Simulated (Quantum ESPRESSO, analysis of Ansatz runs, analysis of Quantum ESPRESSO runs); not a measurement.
# Local vibrational mode of the vacancy with two H in Ge (PBE) (Quantum ESPRESSO), part 2 of 2

Aim: the local vibrational mode of the vacancy with two H in Ge, to be set beside the measurement. Set-up: PBE, GBRV 1.5 PBE, 32-site cell, PBE lattice, k: the single point 1/4 1/4 1/4, the defect atoms alone displaced. The model is a cell of 32 host atoms with 1 Ge taken out and 2 H put in. The frequencies come from the force constants of the defect atoms alone, with every neighbour held at rest.

Quantum ESPRESSO 7.5; PBE, GBRV 1.5 PBE, 32-site cell, PBE lattice, k: the single point 1/4 1/4 1/4, the defect atoms alone displaced.

So far: The starting structure; Relaxation, charge 0.

## Step 2: Relaxation, charge 0 (continued)

Level of this step: Quantum ESPRESSO plane-wave DFT, PBE, GBRV 1.5 PBE potentials; relaxation of all atoms of a defect supercell (Quantum ESPRESSO).

Relaxation path (22 of 29):

```
step  energy less that of the first step (eV)
   0                                   0.0000
   1                                  -0.0596
   3                                  -0.1497
   4                                  -0.1878
   5                                  -0.2176
   7                                  -0.2752
   8                                  -0.2898
   9                                  -0.2945
  11                                  -0.3021
  12                                  -0.3050
  13                                  -0.3065
  15                                  -0.3086
  16                                  -0.3095
  17                                  -0.3102
  19                                  -0.3111
  20                                  -0.3114
  21                                  -0.3115
  23                                  -0.3118
  24                                  -0.3120
  25                                  -0.3121
  27                                  -0.3123
  28                                  -0.3124
```

The atoms that moved most (Å):

```
atom      dx      dy      dz  length
 H33  -0.118   0.145  -0.113   0.219
 H32   0.140  -0.130  -0.094   0.213
Ge25  -0.128   0.106  -0.107   0.197
Ge26   0.135   0.123   0.039   0.187
Ge22   0.115  -0.117  -0.080   0.183
Ge31  -0.130  -0.107   0.043   0.174
 Ge6   0.080   0.099   0.024   0.129
Ge15  -0.079  -0.066   0.018   0.104
```

Final coordinates:

```xyz
33
Lattice="-5.7552 5.7552 5.7552 5.7552 -5.7552 5.7552 5.7552 5.7552 -5.7552" Properties=species:S:1:pos:R:3 pbc="T T T"
Ge    2.8801    2.8782   -2.8705
Ge    2.8766   -0.0372   -0.0258
Ge    2.8804   -2.8773    2.8910
Ge    8.6434   -0.0128    0.0297
Ge   -0.0343    2.8742   -0.0257
Ge    0.0832    0.0797    2.9060
Ge    5.7958    2.8816   -0.0256
Ge    5.7788   -0.0198    2.9057
Ge   -2.8747    2.8773    2.8917
Ge    2.8844    5.7928   -0.0249
Ge    2.8755    0.0118    5.7871
Ge   -0.0100    8.6409    0.0298
Ge   -0.0179    5.7768    2.9059
Ge    0.0146    2.8731    5.7871
Ge   -0.0786   -0.0814    8.6641
Ge    1.4240    1.4210   -1.4281
Ge    1.4562   -1.4241    1.4674
Ge    7.2203    1.4334   -1.4316
Ge    7.1930   -1.4329    1.4758
Ge   -1.4212    1.4534    1.4673
Ge    4.3365    4.3336   -1.4273
Ge    4.4333    1.3246    1.3388
Ge    4.2972   -1.4335    4.3229
Ge    1.4362    7.2172   -1.4309
Ge    1.3267    4.4313    1.3396
Ge    1.5579    1.5550    4.3646
Ge    1.4258   -1.4528    7.2245
Ge   -1.4308    7.1913    1.4756
Ge   -1.4305    4.2942    4.3229
Ge   -1.4502    1.4234    7.2240
Ge    4.1948    4.1914    4.3574
H     3.5455    2.2112    2.2308
H     2.2111    3.5432    2.2337
```

The atoms nearest to the centre after the run:

```
atom  distance (Å)
 H33         1.141
 H32         1.144
Ge31         2.377
Ge26         2.388
Ge25         2.680
Ge22         2.683
 Ge6         3.955
Ge15         3.957
```

Neighbours of the added atoms: H32: Ge22 1.54, H33 1.89, Ge31 2.98 Å; H33: Ge25 1.54, H32 1.89, Ge31 2.98 Å.

## Step 3: Atom H32 moved by 0.015 A along x

Force constants come from the forces after small displacements. One such run is shown.

This step: Quantum ESPRESSO plane-wave DFT, PBE, GBRV 1.5 PBE potentials; single point of a defect supercell.

Input file pw.in:

```
&CONTROL
  calculation = 'scf'
  prefix = 'pwscf'
  outdir = './tmp'
  pseudo_dir = './pseudo'
  tprnfor = .true.
  disk_io = 'low'
/
&SYSTEM
  ibrav = 0
  nat = 33
  ntyp = 2
  ecutwfc = 45
  ecutrho = 360
  nbnd = 222
  occupations = 'smearing'
  smearing = 'fd'
  degauss = 0.00073499
  nosym = .true.
/
&ELECTRONS
  conv_thr = 1d-10
  electron_maxstep = 100
  mixing_beta = 0.5
/
ATOMIC_SPECIES
Ge    72.6300 ge_pbe_v1.4.uspp.F.UPF
H      1.0080 h_pbe_v1.4.uspp.F.UPF
CELL_PARAMETERS angstrom
  -5.7552132298    5.7552132298    5.7552132298
   5.7552132298   -5.7552132298    5.7552132298
   5.7552132298    5.7552132298   -5.7552132298
ATOMIC_POSITIONS crystal
Ge     0.0006696158    0.0008276689    0.5002696330
Ge    -0.0054737011    0.2476706259    0.2466853547
[... 1 atom line left out ...]
Ge     0.0014652452    0.7534984686    0.7498079836
[... 1 atom line left out ...]
Ge     0.2593883368    0.2596895176    0.0141477724
[... 4 atom lines left out ...]
Ge     0.5037926991    0.7525847487    0.2508436261
Ge     0.7532953906    0.0017183359    0.7498325205
[... 1 atom line left out ...]
Ge     0.7523762121    0.5040353530    0.2508727546
Ge     0.7456444159    0.7458898352   -0.0139045211
[... 6 atom lines left out ...]
Ge     0.2313885454    0.5014665913    0.5002267973
[... 2 atom lines left out ...]
Ge     0.5013644550    0.2316441489    0.5002379700
Ge     0.5142756863    0.5145300458    0.2704408039
[... 4 atom lines left out ...]
Ge     0.7427007971    0.7429989985    0.7285751723
H      0.3859083778    0.5031285473    0.5014317871
H      0.5018859314    0.3861511530    0.4999229264
K_POINTS crystal
1
0.25 0.25 0.25 1.0
```

Command:

```bash
$ OMP_NUM_THREADS=1 pw.x -in pw.in > pw.out
```

The program printed:

```text
[banner, memory and clock lines left out]
          URL

     G-vector sticks info

     bravais-lattice index     =            0
     lattice parameter (alat)  =      18.8374  a.u.
     unit-cell volume          =    5145.6572 (a.u.)^3
     number of atoms/cell      =           33
     number of atomic types    =            2
     number of electrons       =       436.00
     number of Kohn-Sham states=          222
     kinetic-energy cutoff     =      45.0000  Ry
     charge density cutoff     =     360.0000  Ry
     scf convergence threshold =      1.0E-10
     mixing beta               =       0.5000
     number of iterations used =            8  plain     mixing
     Exchange-correlation=  SLA  PW   PBX  PBC
                           (   1   4   3   4   0   0   0)

     celldm(1)=  18.837398  celldm(2)=   0.000000  celldm(3)=   0.000000
     celldm(4)=   0.000000  celldm(5)=   0.000000  celldm(6)=   0.000000

     crystal axes: (cart. coord. in units of alat)
               a(1) = (  -0.577350   0.577350   0.577350 )
               a(2) = (   0.577350  -0.577350   0.577350 )
               a(3) = (   0.577350   0.577350  -0.577350 )

     reciprocal axes: (cart. coord. in units 2 pi/alat)
               b(1) = ( -0.000000  0.866025  0.866025 )
               b(2) = (  0.866025 -0.000000  0.866025 )
               b(3) = (  0.866025  0.866025  0.000000 )

     PseudoPot. # 1 for Ge read from file:
     ge_pbe_v1.4.uspp.F.UPF
     Pseudo is Ultrasoft + core correction, Zval = 14.0
     Generated by new atomic code, or converted to UPF format
     Using radial grid of  873 points,  6 beta functions with:
                l(1) =   0
                l(2) =   0
                l(3) =   1
                l(4) =   1
                l(5) =   2
                l(6) =   2
     Q(r) pseudized with  8 coefficients,  rinner =    1.400   1.400   1.400
                                                       1.400   1.400

     PseudoPot. # 2 for H  read from file:
     h_pbe_v1.4.uspp.F.UPF
     Pseudo is Ultrasoft, Zval =  1.0
     Generated by new atomic code, or converted to UPF format
     Using radial grid of  615 points,  2 beta functions with:
                l(1) =   0
                l(2) =   0
     Q(r) pseudized with  8 coefficients,  rinner =    0.700

     atomic species   valence    mass     pseudopotential
     Ge               14.00    72.63000     Ge( 1.00)
     H                 1.00     1.00800     H ( 1.00)

     No symmetry found

   Cartesian axes

     site n.     atom                  positions (alat units)
         1        Ge     tau(   1) = (   0.2889221   0.2887396  -0.2879663  )
         2        Ge     tau(   2) = (   0.2885768  -0.0037291  -0.0025914  )
         3        Ge     tau(   3) = (   0.2889579  -0.2886444   0.2900143  )
         4        Ge     tau(   4) = (   0.8670884  -0.0012847   0.0029767  )
         5        Ge     tau(   5) = (  -0.0034365   0.2883291  -0.0025764  )
         6        Ge     tau(   6) = (   0.0083421   0.0079943   0.2915215  )
         7        Ge     tau(   7) = (   0.5814234   0.2890758  -0.0025716  )
         8        Ge     tau(   8) = (   0.5797214  -0.0019865   0.2914938  )
         9        Ge     tau(   9) = (  -0.2883855   0.2886407   0.2900902  )
        10        Ge     tau(  10) = (   0.2893575   0.5811164  -0.0024957  )
[...]
27        Ge     tau(  27) = (   0.1430358  -0.1457432   0.7247437  )
        28        Ge     tau(  28) = (  -0.1435315   0.7214124   0.1480298  )
        29        Ge     tau(  29) = (  -0.1435077   0.4307811   0.4336680  )
        30        Ge     tau(  30) = (  -0.1454783   0.1427896   0.7246931  )
        31        Ge     tau(  31) = (   0.4208152   0.4204709   0.4371261  )
        32        H      tau(  32) = (   0.3571789   0.2218247   0.2237839  )
        33        H      tau(  33) = (   0.2218111   0.3554501   0.2240778  )

     number of k points=     1  Fermi-Dirac smearing, width (Ry)=  0.0007
                       cart. coord. in units 2pi/alat
        k(    1) = (   0.4330127   0.4330127   0.4330127), wk =   2.0000000

     Dense  grid:   593593 G-vectors     FFT dimensions: ( 120, 120, 120)

     Smooth grid:   209883 G-vectors     FFT dimensions: (  81,  81,  81)

     Initial potential from superposition of free atoms

     starting charge     435.9729, renormalised to     436.0000
     Starting wfcs are  281 randomized atomic wfcs

     Self-consistent Calculation

     iteration #  1     ecut=    45.00 Ry     beta= 0.50
     Davidson diagonalization with overlap
     ethr =  1.00E-02,  avg # of iterations =  2.0

     Threshold (ethr) on eigenvalues was too large:
     Diagonalizing with lowered threshold

     Davidson diagonalization with overlap
     ethr =  1.40E-04,  avg # of iterations =  2.0

     total energy              =   -6625.11894541 Ry
     estimated scf accuracy    <       0.65057778 Ry

     iteration #  2     ecut=    45.00 Ry     beta= 0.50
     Davidson diagonalization with overlap
     ethr =  1.49E-04,  avg # of iterations =  2.0

     total energy              =   -6625.12300632 Ry
     estimated scf accuracy    <       0.12091405 Ry

     iteration #  3     ecut=    45.00 Ry     beta= 0.50
     Davidson diagonalization with overlap
     ethr =  2.77E-05,  avg # of iterations =  3.0

     total energy              =   -6625.12639589 Ry
     estimated scf accuracy    <       0.01640806 Ry

     iteration #  4     ecut=    45.00 Ry     beta= 0.50
     Davidson diagonalization with overlap
     ethr =  3.76E-06,  avg # of iterations =  6.0

     total energy              =   -6625.12876581 Ry
     estimated scf accuracy    <       0.01071713 Ry

     iteration #  5     ecut=    45.00 Ry     beta= 0.50
     Davidson diagonalization with overlap
     ethr =  2.46E-06,  avg # of iterations =  3.0

     total energy              =   -6625.13029629 Ry
     estimated scf accuracy    <       0.00359625 Ry

     iteration #  6     ecut=    45.00 Ry     beta= 0.50
     Davidson diagonalization with overlap
     ethr =  8.25E-07,  avg # of iterations =  3.0

     total energy              =   -6625.13082732 Ry
     estimated scf accuracy    <       0.00020790 Ry

     iteration #  7     ecut=    45.00 Ry     beta= 0.50
     Davidson diagonalization with overlap
     ethr =  4.77E-08,  avg # of iterations =  4.0

     total energy              =   -6625.13085802 Ry
     estimated scf accuracy    <       0.00004066 Ry

     iteration #  8     ecut=    45.00 Ry     beta= 0.50
     Davidson diagonalization with overlap
     ethr =  9.33E-09,  avg # of iterations =  4.0

     total energy              =   -6625.13086822 Ry
     estimated scf accuracy    <       0.00000802 Ry

     iteration #  9     ecut=    45.00 Ry     beta= 0.50
     Davidson diagonalization with overlap
     ethr =  1.84E-09,  avg # of iterations =  5.0

     total energy              =   -6625.13087013 Ry
     estimated scf accuracy    <       0.00000157 Ry

     iteration # 10     ecut=    45.00 Ry     beta= 0.50
     Davidson diagonalization with overlap
     ethr =  3.59E-10,  avg # of iterations =  5.0

     total energy              =   -6625.13087053 Ry
     estimated scf accuracy    <       0.00000027 Ry

     iteration # 11     ecut=    45.00 Ry     beta= 0.50
     Davidson diagonalization with overlap
     ethr =  6.25E-11,  avg # of iterations =  5.0

     total energy              =   -6625.13087065 Ry
     estimated scf accuracy    <       0.00000006 Ry

     iteration # 12     ecut=    45.00 Ry     beta= 0.50
     Davidson diagonalization with overlap
     ethr =  1.37E-11,  avg # of iterations =  4.0

     total energy              =   -6625.13087067 Ry
     estimated scf accuracy    <          7.8E-09 Ry

     iteration # 13     ecut=    45.00 Ry     beta= 0.50
     Davidson diagonalization with overlap
     ethr =  1.78E-12,  avg # of iterations =  4.0

     total energy              =   -6625.13087067 Ry
     estimated scf accuracy    <          2.8E-09 Ry

     iteration # 14     ecut=    45.00 Ry     beta= 0.50
     Davidson diagonalization with overlap
     ethr =  6.38E-13,  avg # of iterations =  4.0

     total energy              =   -6625.13087067 Ry
     estimated scf accuracy    <          4.4E-10 Ry

     iteration # 15     ecut=    45.00 Ry     beta= 0.50
     Davidson diagonalization with overlap
     ethr =  1.02E-13,  avg # of iterations =  3.0

     total energy              =   -6625.13087067 Ry
     estimated scf accuracy    <          1.1E-10 Ry

     iteration # 16     ecut=    45.00 Ry     beta= 0.50
     Davidson diagonalization with overlap
     ethr =  1.00E-13,  avg # of iterations =  2.0

     End of self-consistent calculation

          k = 0.4330 0.4330 0.4330 ( 26284 PWs)   bands (ev):

   -17.3153 -17.3114 -17.3001 -17.2982 -17.2959 -17.2904 -17.2826 -17.2805
   -17.2794 -17.2778 -17.2666 -17.2635 -17.2617 -17.2583 -17.2569 -17.2560
   -17.2529 -17.2492 -17.2473 -17.2407 -17.2392 -17.2388 -17.2360 -17.2347
   -17.2327 -17.2302 -17.2287 -17.2257 -17.2244 -17.2230 -17.2186 -17.2160
   -17.2156 -17.2109 -17.2096 -17.2080 -17.2058 -17.2021 -17.1969 -17.1968
   -17.1953 -17.1919 -17.1863 -17.1843 -17.1816 -17.1807 -17.1786 -17.1772
   -17.1724 -17.1666 -17.1631 -17.1585 -17.1574 -17.1552 -17.1539 -17.1483
   -17.1456 -17.1417 -17.1402 -17.1374 -17.1351 -17.1328 -17.1310 -17.1292
   -17.1283 -17.1275 -17.1208 -17.1174 -17.1173 -17.1157 -17.1149 -17.1126
   -17.1101 -17.1078 -17.1057 -17.1019 -17.1016 -17.0993 -17.0991 -17.0973
[...]
0.2691   0.2710   0.2927   0.2977   0.3113   0.5516   1.7167   2.7768
     2.8598   2.9277   3.3769   3.7839   3.9443   3.9617   3.9805   3.9832
     3.9999   4.0236   4.0581   4.0659   4.1349   4.3822   4.5211   5.0276
     5.1671   5.2102   5.2283   5.2492   5.2522   5.2634   5.2653   5.2907
     5.3142   5.8054   5.9204   6.4700   6.6319   6.6524   6.6850   6.6911
     6.7108   7.0424   7.5420   8.0651   8.0947   8.1636

     the Fermi energy is     7.2856 ev

!    total energy              =   -6625.13087067 Ry
     estimated scf accuracy    <          7.1E-11 Ry
     smearing contrib. (-TS)   =      -0.00000000 Ry
     internal energy E=F+TS    =   -6625.13087067 Ry

     The total energy is F=E-TS. E is the sum of the following terms:
     one-electron contribution =   -4503.82363994 Ry
     hartree contribution      =    2641.78031309 Ry
     xc contribution           =   -1808.41714664 Ry
     ewald contribution        =   -2954.67039717 Ry

     convergence has been achieved in  16 iterations

     Forces acting on atoms (cartesian axes, Ry/au):

     atom    1 type  1   force =     0.00003049   -0.00012769    0.00032995
     atom    2 type  1   force =    -0.00005448    0.00008875    0.00016057
     atom    3 type  1   force =     0.00004187   -0.00006213    0.00011792
     atom    4 type  1   force =     0.00003795   -0.00012299   -0.00009559
     atom    5 type  1   force =     0.00004539    0.00001490    0.00003479
     atom    6 type  1   force =    -0.00022301    0.00008607    0.00003345
     atom    7 type  1   force =     0.00014521   -0.00025802    0.00002991
     atom    8 type  1   force =     0.00008094   -0.00004887   -0.00009981
     atom    9 type  1   force =    -0.00002120    0.00006627   -0.00006565
     atom   10 type  1   force =    -0.00002657   -0.00000167   -0.00004238
[...]
atom   29 type  1   force =    -0.00009618    0.00010464   -0.00014463
     atom   30 type  1   force =    -0.00004638   -0.00035362    0.00015116
     atom   31 type  1   force =     0.00001703    0.00030308    0.00017948
     atom   32 type  2   force =    -0.00348826    0.00295234    0.00260905
     atom   33 type  2   force =     0.00010429   -0.00007221   -0.00031021

     Total force =     0.007530     Total SCF correction =     0.000045
```

The job ended after 10 min (1 thread of Arm Neoverse V2, shared host; peak memory 3 GiB).

At this level the gap is 0.50 eV on the k-mesh of the self-consistent run, which can miss the band edges.

## Step 4: Local vibrational modes

Analysis of the runs above: force constants by central differences of Quantum ESPRESSO plane-wave DFT, PBE, GBRV 1.5 PBE potentials forces among the atoms nearest to a defect, the others at rest.

The modes with the largest weight on the probed atoms (the light atom of a pair), for the masses of each isotope. Modes of the displaced atoms (local only where they lie over the host's phonons):

```
isotopes  mode (cm⁻¹)  share of the defect atoms
       H         2041                          1
       H         2038                          1
       H          528                          1
       H        527.3                          1
       H        509.7                          1
       H        499.4                          1
       D         1444                          1
       D         1441                          1
       D        373.5                          1
       D          373                          1
       D        360.5                          1
       D        353.3                          1
```

## Step 5: Outcome

| Quantity | Value |
| --- | --- |
| distance from the defect atom to its nearest neighbour | 1.539 Å |
| upper Ge-H stretch | 2041 cm⁻¹ |
| lower Ge-H stretch | 2038 cm⁻¹ |

In words: Upper Ge-H stretch: computed 2041 cm⁻¹, measured 1992.6 cm⁻¹; 48 cm⁻¹ (2 %) above the measurement. Lower Ge-H stretch: computed 2038 cm⁻¹, measured 1979.5 cm⁻¹; 58 cm⁻¹ (3 %) above the measurement. The computed value is harmonic, while the measured line is the anharmonic fundamental, which for X–H stretches usually lies a few per cent lower. With its neighbours held rigid the defect atom loses their recoil, which lowers a mode in which they move against it.

[Logs are printed without paths, hosts, clocks, repeated set-up lines and the standing remarks that a program may print on its own settings, such as how far it seeks lower states.]

[Hosts, paths, dates, database ids (printed as entryN), source tags and the programs' standing remarks are cut or masked in the printed files.]

[For some hosts the program warned that the k-mesh of the response run may be too coarse for force constants and the static dielectric constant; such warnings are not shown here.]
